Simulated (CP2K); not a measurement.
Two runs for the S L₂,₃ edge of 2-methylthiothiazole. Run A: CP2K XAS_TDP, all-electron GAPW, PBEh(45%), aug-cc-pVDZ, TDA, ZORA, spin–orbit coupling. Run B differs in one setting.

First lines with a strength over 0.0003. A:

```
              atom  energy (eV)  states  strength, one atom
S2 (bonded to 2 C)       163.92       1              0.0018
                         164.17       1              0.0016
                         164.84       1              0.0006
                         164.93       2              0.0004
                         165.01       1              0.0010
S7 (bonded to 2 C)       164.21       2              0.0018
                         164.33       3              0.0003
                         164.36       1              0.0004
                         164.50       2              0.0004
                         164.72       1              0.0015
```

B:

```
              atom  energy (eV)  states  strength, one atom
S2 (bonded to 2 C)       160.15       2              0.0015
                         160.27       2              0.0003
                         160.41       1              0.0015
                         161.11       1              0.0004
                         161.14       1              0.0014
S7 (bonded to 2 C)       160.20       2              0.0003
                         160.52       1              0.0020
                         160.79       1              0.0017
                         161.62       2              0.0013
                         161.83       3              0.0028
```

Question: Which was it: the basis, the functional, GW2X switched on?

The functional (functional from PBEh(45%) to PBE0; the lines alone don't name the new value). A functional moves all lines by electronvolts and changes their spacings and strengths. The lowest line over the strength cut lies at 160.15 eV, against 163.92 eV (PBEh(45%), aug-cc-pVDZ).

[Banner, clock and machine lines of the logs are left out without a mark of their own.]

[Logs are printed without paths, hosts, clocks, repeated set-up lines and the standing remarks that a program may print on its own settings, such as how far it seeks lower states.]

[Hosts, paths, dates, database ids (printed as entryN), source tags and the programs' standing remarks are cut or masked in the printed files.]
